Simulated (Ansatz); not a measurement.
# Te on Ni(100): change of the work function, part 3 of 5

Aim: the work function of Ni(100) at several coverages of Te (bridge site), and the dipole that each adsorbate carries.

Ansatz 0.2.0; plane-wave DFT, RPBE, Ansatz PAW (the session's first sound run).

So far, work function, upper face (eV): step 2 (the clean slab) 4.71; step 3 (17 atoms, coverage 0.25 ML, cell 2x2) 4.60.

### 4. Adsorbate added, coverage 0.5 ML

System of this step: Te/Ni(100). The cell holds 18 atoms: 16 Ni and 2 Te. Its edges and angles: a = 4.978 Å, b = 4.978 Å, c = 25.765 Å, α = 90.0°, β = 90.0°, γ = 90.0°. Vacuum lies along c.

Another coverage, to see how the dipoles act on each other as their distance changes.

Input file input.yaml:

```yaml
crystal:
  lattice:
    - [4.9780317396, 0.0, 0.0]
    - [0.0, 4.9780317396, 0.0]
    - [0.0, 0.0, 25.764863323]
  atoms:
    - { symbol: Ni, position: [0.25, 0.25, 0.3493129339], spin: 0.78 }
    - { symbol: Ni, position: [0.0, 0.0, 0.4176230188], spin: 0.71 }
    - { symbol: Ni, position: [0.25, 0.25, 0.4881965863], spin: 0.71 }
    - { symbol: Ni, position: [0.0, 0.0, 0.5554641274], spin: 0.77 }
    - { symbol: Ni, position: [0.25, 0.75, 0.3493129339], spin: 0.78 }
    - { symbol: Ni, position: [0.0, 0.5, 0.4176230188], spin: 0.71 }
    - { symbol: Ni, position: [0.25, 0.75, 0.4881965863], spin: 0.71 }
    - { symbol: Ni, position: [0.0, 0.5, 0.5554641274], spin: 0.77 }
    - { symbol: Ni, position: [0.75, 0.25, 0.3493129339], spin: 0.78 }
    - { symbol: Ni, position: [0.5, 0.0, 0.4176230188], spin: 0.71 }
    - { symbol: Ni, position: [0.75, 0.25, 0.4881965863], spin: 0.71 }
    - { symbol: Ni, position: [0.5, 0.0, 0.5554641274], spin: 0.77 }
    - { symbol: Ni, position: [0.75, 0.75, 0.3493129339], spin: 0.78 }
    - { symbol: Ni, position: [0.5, 0.5, 0.4176230188], spin: 0.71 }
    - { symbol: Ni, position: [0.75, 0.75, 0.4881965863], spin: 0.71 }
    - { symbol: Ni, position: [0.5, 0.5, 0.5554641274], spin: 0.77 }
    - { symbol: Te, position: [0.25, 0.0, 0.6506870661] }
    - { symbol: Te, position: [0.75, 0.5, 0.6506870661] }
magnetization:
  spin_polarized: true
kpoints:
  mp_grid: { grid: [6, 6, 1] }
hamiltonian:
  xc: rpbe
scf:
  occupations: { method: fermi_dirac, width: 0.1 }
  convergence: { dr2_threshold: 1.0e-08 }
efield:
  axis: 3
  dipole_correction: true
  ramp_position: 0.97
  ramp_width: 0.06
relax:
  f_tol: 0.02
  max_steps: 60
  constraints: [{ sites: [0, 1, 4, 5, 8, 9, 12, 13] }]
output:
  bader: true
  dos: { projected: true, e_range: [-8, 4] }
  write_potential: true
  write_density: true
  volumetric_format: npy
```

Command:

```bash
$ ansatz run input.yaml --threads 4 --pin off --max-ram 12288MiB --backend cpu --events-out ev --progress --plain --runs-dir out
```

Numbers of over 12 decimals in the logs are rounded to 6 here.

Output:

```text
[...]
Crystal: 18 atoms, lattice volume = 638.474 Å³
Basis set: ecut = 420 eV, 12507 PW (Γ), exchange–correlation on 72×72×360 points (8 copies of the dense FFT grid, shifted against one another)
Bands: 200, of which v1, the nominal top of the filled ones, is band 160 counted from 1 (159 counted from 0)
Symmetry: 8 space group operations
k-points: 16 of 36
[...]
Starting moments: Σ|m| = 11.88 μB on 16 of 18 sites
[...]
SCF iter   1: F=—  HF=-107472.459912 eV  |F-HF|=—  |Δ(HF+E_count)|=         —  Δρ=1.69e-2 (↑1.69e-2 ↓1.58e-2)  dr2=9.72e1  dr2_m=3.33e-1  M=11.244 μB ∫|m|=11.923 μB  β_m=1.00  ethr=3.10e-3  p=-0.000 e·Å  D=-1.26e-6 V/Å  ΔV_dip=0.00 eV  dr2_dipole=2.52e1  V_vac-E_F(+/−)=6.62/6.62 eV  ⟨swp⟩=10.3  Hψ=31813  notcnv=0  defer=372
[...]
SCF iter  17: F=-107489.496274 eV  HF=-107489.496274 eV  |F-HF|=2.12e-9  |Δ(HF+E_count)|=   4.48e-9  Δρ=4.00e-7 (↑1.58e-7 ↓4.00e-7)  dr2=3.01e-9  dr2_m=1.58e-10  M=10.644 μB ∫|m|=12.191 μB  ethr=2.17e-12  p=0.042 e·Å  D=1.18e-2 V/Å  ΔV_dip=-0.30 eV  dr2_dipole=1.59e-11  V_vac-E_F(+/−)=4.43/4.73 eV  ⟨swp⟩=14.8  Hψ=50006  notcnv=0
SCF 1 converged in 17 iterations: F = -107489.496274 eV  dr2 = 3.01e-9
[...]
relax step   1: F+E_penalty+E_count = -107489.49627364 eV  Δ(F+E_penalty+E_count) = +0.000e0 eV  max|allowed force component| = 1.140e0 eV/Å  Δτ_max = 0.0000 Å  (17 SCF iters, accepted)
[...]
SCF iter  16: F=-107489.859958 eV  HF=-107489.859958 eV  |F-HF|=1.02e-10  |Δ(HF+E_count)|=   3.65e-9  Δρ=2.46e-7 (↑5.02e-8 ↓2.46e-7)  dr2=5.45e-10  dr2_m=7.83e-11  M=10.092 μB ∫|m|=11.579 μB  ethr=1.00e-12  p=0.060 e·Å  D=1.70e-2 V/Å  ΔV_dip=-0.44 eV  dr2_dipole=3.73e-14  V_vac-E_F(+/−)=4.30/4.74 eV  ⟨swp⟩=11.7  Hψ=39593  notcnv=0
SCF 2 converged in 16 iterations: F = -107489.859958 eV  dr2 = 5.45e-10
relax step   2: F+E_penalty+E_count = -107489.85995756 eV  Δ(F+E_penalty+E_count) = -3.637e-1 eV  max|allowed force component| = 4.651e-1 eV/Å  Δτ_max = 0.1931 Å  (16 SCF iters, accepted)
SCF iter   1: F=—  HF=-107489.905930 eV  |F-HF|=—  |Δ(HF+E_count)|=         —  Δρ=3.72e-3 (↑3.72e-3 ↓2.83e-3)  dr2=1.34e-1  dr2_m=4.72e-2  M=9.745 μB ∫|m|=11.240 μB  β_m=1.00  ethr=2.08e-4  p=0.060 e·Å  D=1.70e-2 V/Å  ΔV_dip=-0.44 eV  dr2_dipole=3.85e-2  V_vac-E_F(+/−)=4.26/4.70 eV  ⟨swp⟩=4.6  Hψ=16120  notcnv=0  defer=671
[...]
SCF iter  15: F=-107489.896628 eV  HF=-107489.896628 eV  |F-HF|=3.93e-10  |Δ(HF+E_count)|=   9.18e-9  Δρ=5.28e-7 (↑3.08e-7 ↓5.28e-7)  dr2=3.03e-9  dr2_m=2.45e-10  M=9.589 μB ∫|m|=11.026 μB  ethr=2.82e-12  p=0.072 e·Å  D=2.03e-2 V/Å  ΔV_dip=-0.52 eV  dr2_dipole=1.49e-11  V_vac-E_F(+/−)=4.21/4.73 eV  ⟨swp⟩=12.4  Hψ=42564  notcnv=0
SCF 3 converged in 15 iterations: F = -107489.896628 eV  dr2 = 3.03e-9
relax step   3: F+E_penalty+E_count = -107489.89662790 eV  Δ(F+E_penalty+E_count) = -3.667e-2 eV  max|allowed force component| = 4.428e-1 eV/Å  Δτ_max = 0.1153 Å  (15 SCF iters, accepted)
[...]
relax step   4: F+E_penalty+E_count = -107489.84775581 eV  Δ(F+E_penalty+E_count) = +4.887e-2 eV  max|allowed force component| = 4.397e-1 eV/Å  Δτ_max = 0.1195 Å  (14 SCF iters, rejected (line search))
SCF iter   1: F=—  HF=-107489.950099 eV  |F-HF|=—  |Δ(HF+E_count)|=         —  Δρ=4.20e-3 (↑2.27e-3 ↓4.20e-3)  dr2=2.15e-1  dr2_m=3.37e-2  M=9.644 μB ∫|m|=11.080 μB  β_m=1.00  ethr=7.73e-4  p=0.068 e·Å  D=1.93e-2 V/Å  ΔV_dip=-0.50 eV  dr2_dipole=2.04e-2  V_vac-E_F(+/−)=4.22/4.72 eV  ⟨swp⟩=4.3  Hψ=15197  notcnv=0  defer=615
[...]
SCF iter  14: F=-107489.925036 eV  HF=-107489.925036 eV  |F-HF|=3.30e-9  |Δ(HF+E_count)|=  8.44e-10  Δρ=3.86e-7 (↑1.79e-7 ↓3.86e-7)  dr2=2.31e-9  dr2_m=9.16e-11  M=9.705 μB ∫|m|=11.157 μB  ethr=1.00e-12  p=0.068 e·Å  D=1.93e-2 V/Å  ΔV_dip=-0.50 eV  dr2_dipole=2.54e-10  V_vac-E_F(+/−)=4.24/4.73 eV  ⟨swp⟩=11.4  Hψ=41704  notcnv=0
SCF 5 converged in 14 iterations: F = -107489.925036 eV  dr2 = 2.31e-9
relax step   5: F+E_penalty+E_count = -107489.92503615 eV  Δ(F+E_penalty+E_count) = -2.841e-2 eV  max|allowed force component| = 1.967e-2 eV/Å  Δτ_max = 0.0553 Å  (14 SCF iters, accepted)
[...]
SCF converged after 14 iterations
Magnetization: 9.7051 μB (164.8526 up, 155.1474 down)
Absolute magnetization: 11.1686 μB (∫|ρ↑−ρ↓|, with the PAW one-centre terms)
[...]
Per-site moments (μB) at R_I (Å): [(0.783608, 1.026719), (0.710441, 1.026719), (0.664536, 1.026242), (0.411728, 1.011696), (0.783608, 1.026719), (0.710441, 1.026719), (0.664536, 1.026242), (0.411728, 1.011696), (0.783608, 1.026719), (0.710441, 1.026719), (0.664536, 1.026242), (0.411728, 1.011696), (0.783608, 1.026719), (0.710441, 1.026719), (0.664536, 1.026242), (0.411728, 1.011696), (0.00520925, 1.028702), (0.00520925, 1.028702)]
Free energy (F): -107489.925036 eV
[...]
Internal energy: -107488.964519 eV  (E = F + TS)
E sigma→0 (E₀):  -107489.444778 eV
Entropy (-TS):   -0.960517 eV (-53.362 meV/atom)
Fermi energy:    3.170558 eV
Dipole field:    D = 0.019241 V/Å  (p = 0.067890 e·Å, saw-weighted, corrected)
Work function:   Φ+ = 4.2372 eV   Φ− = 4.7329 eV
[...]
--- Forces (eV/Å), atoms counted from 1 ---
  atom   1  Ni     0.00000000    -0.01291416     0.12377370
  atom   2  Ni    -0.05704261     0.00000000    -0.12598904
  atom   3  Ni     0.00000000    -0.00423215     0.00052853
  atom   4  Ni    -0.00387207     0.00000000    -0.00814270
  atom   5  Ni     0.00000000     0.01291416     0.12377370
  atom   6  Ni     0.05704261     0.00000000    -0.12598904
  atom   7  Ni    -0.00000000     0.00423215     0.00052853
  atom   8  Ni     0.00387207     0.00000000    -0.00814270
  atom   9  Ni     0.00000000     0.01291416     0.12377370
  atom  10  Ni     0.05704261     0.00000000    -0.12598904
  atom  11  Ni    -0.00000000     0.00423215     0.00052853
  atom  12  Ni     0.00387207     0.00000000    -0.00814270
  atom  13  Ni     0.00000000    -0.01291416     0.12377370
  atom  14  Ni    -0.05704261     0.00000000    -0.12598904
  atom  15  Ni     0.00000000    -0.00423215     0.00052853
  atom  16  Ni    -0.00387207     0.00000000    -0.00814270
  atom  17  Te     0.00000000     0.00000000     0.01966846
  atom  18  Te    -0.00000000     0.00000000     0.01966846
  max |Σ_I F_I| component: 1.89e-5 eV/Å
--- Band table (eV; the first three rows and the last of 32) ---
  k-point 0 ↑: bands = [... 156 lower, 2.5925, 2.7072, 2.7178, 2.7707, 2.8301, 2.9398, 3.0795, 3.6026, ... 36 higher]
  k-point 1 ↑: bands = [... 156 lower, 2.6256, 2.6380, 2.6881, 2.7182, 2.7828, 2.8272, 2.8326, 2.9163, ... 36 higher]
  k-point 2 ↑: bands = [... 156 lower, 2.5245, 2.5492, 2.5573, 2.6196, 2.6244, 2.6591, 2.7705, 2.7797, ... 36 higher]
  k-point 15 ↓: bands = [... 156 lower, 2.9644, 2.9644, 3.2472, 3.2472, 3.3801, 3.3801, 3.4001, 3.4001, ... 36 higher]
--- Relaxed structure (5 steps of the walk, 4 accepted, 0 SCFs on fresh bases) ---
  F+E_penalty+E_count = -107489.92503615 eV   max|allowed force component| = 1.967e-2 eV/Å
  atoms:
    - { symbol: Ni, position: [0.25, 0.25, 0.349313] }
    - { symbol: Ni, position: [0.0, 0.0, 0.4176230188] }
    - { symbol: Ni, position: [0.25, 0.249884, 0.487711] }
    - { symbol: Ni, position: [-0.00365809, 0, 0.557401] }
    - { symbol: Ni, position: [0.25, 0.750000, 0.349313] }
    - { symbol: Ni, position: [0.0, 0.5, 0.4176230188] }
    - { symbol: Ni, position: [0.25, 0.750116, 0.487711] }
    - { symbol: Ni, position: [0.00365809, 0.5, 0.557401] }
    - { symbol: Ni, position: [0.750000, 0.25, 0.349313] }
    - { symbol: Ni, position: [0.5, 0.0, 0.4176230188] }
    - { symbol: Ni, position: [0.750000, 0.250116, 0.487711] }
    - { symbol: Ni, position: [0.503658, 0, 0.557401] }
    - { symbol: Ni, position: [0.750000, 0.750000, 0.349313] }
    - { symbol: Ni, position: [0.5, 0.5, 0.4176230188] }
    - { symbol: Ni, position: [0.750000, 0.749884, 0.487711] }
    - { symbol: Ni, position: [0.496342, 0.5, 0.557401] }
    - { symbol: Te, position: [0.25, 0, 0.640868] }
    - { symbol: Te, position: [0.750000, 0.5, 0.640868] }
--- Bader charges: 18 sites ---
  site symbol  charge [e]  shift [e]    m [muB]
     0     Ni     -0.0153     0.0001     0.7389
     1     Ni      0.0175     0.0001     0.6677
     2     Ni      0.0008     0.0001     0.6273
     3     Ni      0.0199     0.0012     0.3849
     4     Ni     -0.0153     0.0001     0.7389
     5     Ni      0.0175     0.0001     0.6677
     6     Ni      0.0008     0.0001     0.6273
     7     Ni      0.0199     0.0012     0.3849
     8     Ni     -0.0153     0.0001     0.7389
     9     Ni      0.0175     0.0001     0.6677
    10     Ni      0.0008     0.0001     0.6273
    11     Ni      0.0199     0.0012     0.3849
    12     Ni     -0.0153     0.0001     0.7389
    13     Ni      0.0175     0.0001     0.6677
    14     Ni      0.0008     0.0001     0.6273
    15     Ni      0.0199     0.0012     0.3849
    16     Te     -0.0459     0.0025     0.0150
    17     Te     -0.0459     0.0025     0.0150
  estimated error of the sums over rays = 3.6e-4 e
```

It took 23 min on 4 threads of Arm Neoverse V1, shared host; peak memory 5.1 GiB; 1.5 h of CPU time.

Relaxation path:

```
step  energy less that of the first step (eV)  largest force component (eV/Å)
   1                                   0.0000                          1.1401
   2                                  -0.3637                          0.4651
   3                                  -0.4004                          0.4428
   4                                  -0.3515                          0.4397
   5                                  -0.4288                          0.0197
```

Relaxation step 4 was tried and not accepted.

The run keeps the 8 symmetry operations that it works with, so distortions that break them were not tested.

The atoms that moved most (Å):

```
atom      dx      dy      dz  length
Te18   0.000   0.000  -0.253   0.253
Te17   0.000   0.000  -0.253   0.253
 Ni4  -0.018   0.000   0.050   0.053
 Ni8   0.018   0.000   0.050   0.053
Ni12   0.018   0.000   0.050   0.053
Ni16  -0.018   0.000   0.050   0.053
Ni15   0.000  -0.001  -0.013   0.013
Ni11   0.000   0.001  -0.013   0.013
```

Numbers from this step:

```
energy at zero smearing        : -107489.4448 eV
total moment                   : 9.705 μB
work function, upper face      : 4.237 eV
work function, lower face      : 4.733 eV
dipole along the normal        : 0.06789 e·Å
step between the vacuum levels : -0.4957 eV
```

Running mean over 1.76 Å of the planar mean; the ramp of the sawtooth is left out. Electron's electrostatic potential energy less the Fermi level against z:

z (Å), electron's electrostatic potential energy less the Fermi level (eV) and a bar from the least value:
```
      3.5        4.7 ##############################
      4.0        4.7 ##############################
      4.5        4.7 ##############################
      5.0        4.7 ##############################
      5.5        4.7 ##############################
      6.0        4.7 ##############################
      6.5        4.6 ##############################
      7.0        4.2 #############################
      7.5        2.8 ##########################
      8.0       -1.8 #################
      8.5       -7.5 ######
      9.0      -10.0 #
      9.5      -10.3 
     10.0      -10.3 
     10.5      -10.4 
     11.0      -10.2 
     11.5       -9.9 #
     12.0      -10.0 #
     12.5      -10.3 
     13.0      -10.1 #
     13.5       -9.9 #
     14.0      -10.1 #
     14.5       -9.9 #
     15.0       -7.7 #####
     15.5       -3.5 ##############
     16.0       -1.1 ##################
     16.5       -1.5 ##################
     17.0       -0.4 ####################
     17.5        0.7 ######################
     18.0        2.3 #########################
     18.5        3.7 ############################
     19.0        4.1 #############################
     19.5        4.2 #############################
     20.0        4.2 #############################
     20.5        4.2 #############################
     21.0        4.2 #############################
     21.5        4.2 #############################
     22.0        4.2 #############################
     22.5        4.2 #############################
```

The density of states has structure finer than the step of the table below, so its rows give means over 0.25 eV, whole bins alone (the curve runs from -8 to 1.98 eV). Peaks (eV: height): total -2.230: 52.4, -1.500: 59.7, -1.410: 53.4, -1.080: 57.5, -0.810: 62.0, -0.630: 72.2, 0.210: 55.0; up -2.230: 37.8, -2.080: 33.3, -1.980: 31.8, -1.080: 38.5, -0.810: 39.8, -0.750: 37.6, -0.630: 54.1; down -1.590: 32.3, -1.500: 43.0, -1.020: 32.5, -0.930: 30.6, -0.480: 30.4, 0.090: 29.1, 0.210: 53.1.

The density of states by energy, zero at the Fermi level; means over each step; values in states/eV a cell:

```
energy (eV)  total     up   down
      -7.75   1.09  0.539  0.550
      -7.50   1.05  0.533  0.517
      -7.25   1.07  0.538  0.536
      -7.00   1.15  0.574  0.573
      -6.75   1.66  0.791  0.872
      -6.50   2.62   1.33   1.29
      -6.25   2.98   1.50   1.48
      -6.00   1.91   1.01  0.909
      -5.75   2.41   1.26   1.15
      -5.50   3.71   1.93   1.78
      -5.25   4.52   2.33   2.19
      -5.00   5.03   3.06   1.97
      -4.75   6.09   2.98   3.10
      -4.50   10.9   6.83   4.10
      -4.25   14.1   9.20   4.86
      -4.00   18.2   10.5   7.75
      -3.75   25.7   16.5   9.21
      -3.50   23.2   15.7   7.48
      -3.25   28.7   14.1   14.6
      -3.00   31.3   15.1   16.2
      -2.75   31.9   18.7   13.2
      -2.50   32.7   17.1   15.6
      -2.25   42.7   26.3   16.3
      -2.00   39.3   24.3   15.0
      -1.75   37.4   19.4   18.0
      -1.50   50.9   23.0   27.9
      -1.25   46.5   25.7   20.8
      -1.00   51.8   28.0   23.8
      -0.75   55.3   32.4   22.9
      -0.50   44.5   20.3   24.2
      -0.25   30.4   3.93   26.5
       0.00   30.5   6.22   24.3
       0.25   24.5   2.82   21.7
       0.50   13.4   4.16   9.22
       0.75   6.14   2.37   3.77
       1.00   8.33   4.65   3.68
       1.25   8.22   2.96   5.26
       1.50   6.63   3.91   2.72
       1.75   6.23   2.76   3.47
```

Projected DOS per atom over height of the atomic layer and energy from the Fermi level. Layers: Ni4 Ni4 Ni4 Ni4 Te2 from below.

Ten even steps from '_' (0.01 states/eV) to '@' (3.99 states/eV), each cell a mean:
```
__________
________..
________::
::::::::::
++--==--..
##++****..
@@##++%%..
%%**####__
**==++++..
++**++++..
--====++::
--====--::
::==--::::
..::::..--
__......::
________..
__________
__________
__________
__________
__________
__________
```
Columns: height of the atomic layer (Å) from 9 to 16.5 (not evenly spaced); rows upwards: energy from the Fermi level (eV) from -7.96 to 1.95.

Projected DOS per atom, spin up over height of the atomic layer and energy from the Fermi level. Layers: Ni4 Ni4 Ni4 Ni4 Te2 from below.

Values in states/eV, 22 rows by 5 columns, each cell a mean:
```
0.11 0.11 0.11 0.13 0.14
0.10 0.14 0.11 0.12 0.28
0.12 0.11 0.10 0.17 0.51
0.13 0.12 0.13 0.22 0.42
0.18 0.18 0.20 0.37 0.41
1.03 1.06 1.38 1.37 0.41
2.28 1.71 1.33 1.71 0.27
1.81 1.25 1.36 1.58 0.19
1.76 0.96 1.11 1.38 0.25
1.48 1.49 1.48 1.13 0.33
0.96 1.06 1.14 1.08 0.58
0.67 0.83 0.90 0.89 0.51
0.66 1.30 1.02 0.62 0.50
0.36 0.76 0.62 0.40 0.65
0.18 0.32 0.35 0.24 0.43
0.10 0.16 0.16 0.14 0.21
0.07 0.14 0.13 0.10 0.10
0.05 0.07 0.07 0.06 0.04
0.07 0.09 0.09 0.07 0.05
0.02 0.06 0.06 0.02 0.01
0.01 0.05 0.05 0.01 0.01
0.01 0.05 0.05 0.01 0.01
```
Columns: height of the atomic layer (Å) from 9 to 16.5 (not evenly spaced); rows upwards: energy from the Fermi level (eV) from -7.96 to 1.95.

Projected DOS per atom, spin down over height of the atomic layer and energy from the Fermi level. Layers: Ni4 Ni4 Ni4 Ni4 Te2 from below.

Values in states/eV, 22 rows by 5 columns, each cell a mean:
```
0.15 0.19 0.16 0.14 0.12
0.15 0.16 0.13 0.18 0.44
0.17 0.16 0.15 0.22 0.44
1.01 0.91 0.77 0.61 0.45
1.82 1.39 1.59 1.19 0.36
1.80 1.20 1.22 1.33 0.26
1.71 1.19 1.06 1.72 0.23
1.55 1.24 1.45 1.57 0.22
0.87 0.98 1.12 0.95 0.25
0.86 0.97 0.86 0.99 0.43
0.48 0.77 0.82 0.95 0.61
0.55 1.06 0.86 0.64 0.41
0.27 0.59 0.52 0.40 0.65
0.20 0.35 0.36 0.27 0.60
0.12 0.17 0.20 0.18 0.39
0.08 0.11 0.12 0.13 0.21
0.06 0.12 0.12 0.10 0.09
0.05 0.07 0.06 0.06 0.04
0.07 0.09 0.09 0.07 0.05
0.02 0.06 0.06 0.02 0.01
0.01 0.05 0.05 0.01 0.01
0.01 0.05 0.05 0.01 0.01
```
Columns: height of the atomic layer (Å) from 9 to 16.5 (not evenly spaced); rows upwards: energy from the Fermi level (eV) from -7.96 to 1.95.

Site moment by atom:

```
atom  site moment (μB)
 Ni1             0.784
 Ni2             0.710
 Ni3             0.665
 Ni4             0.412
 Ni5             0.784
 Ni6             0.710
 Ni7             0.665
 Ni8             0.412
 Ni9             0.784
Ni10             0.710
Ni11             0.665
Ni12             0.412
Ni13             0.784
Ni14             0.710
Ni15             0.665
Ni16             0.412
Te17             0.005
Te18             0.005
```

The relaxation took 5 steps and lowered the energy by 0.43 eV; the largest force on the free atoms ends at 0.020 eV/Å.

The covered face has 4.24 eV, -0.48 eV against the clean one; the bare back face has moved by +0.02 eV, a measure of how thin the slab is.

### 5. Work function against coverage

This step: plane-wave DFT, RPBE, Ansatz PAW; work function against coverage (Ansatz 0.2.0).

The runs are now put side by side.

Numbers from this step:

```yaml
work_function_of_the_clean_face: 4.712 eV
largest_change_of_the_work_function: -0.4751 eV
```

Work function of the covered face against coverage:

```
coverage (adsorbates/nm²)  work function of the covered face (eV)
                     0.00                                    4.71
                     4.04                                    4.60
                     8.07                                    4.24
```

The dipole per adsorbate comes from the change of the cell's dipole. Coverage, by row:

```
coverage (1/nm²)  coverage (ML)  work function (eV)  change (eV)  dipole per adsorbate, positive end outwards (debye)  mean height of the added atoms over the highest substrate atom (Å)
           4.035           0.25               4.598      -0.1144                                                0.085                                                               1.975
           8.071            0.5               4.237      -0.4751                                                0.162                                                               2.151
```

(Part 3 of 5 ends here.)

[Logs are printed without paths, hosts, clocks, repeated set-up lines and the standing remarks that a program may print on its own settings, such as how far it seeks lower states.]

[Hosts, paths, dates, database ids (printed as entryN), source tags and the programs' standing remarks are cut or masked in the printed files.]

[Maps of the electrostatic potential energy from Ansatz leave out the sawtooth potential of an applied field or a dipole correction, so their vacuum need not be flat; planar profiles and work functions include it.]
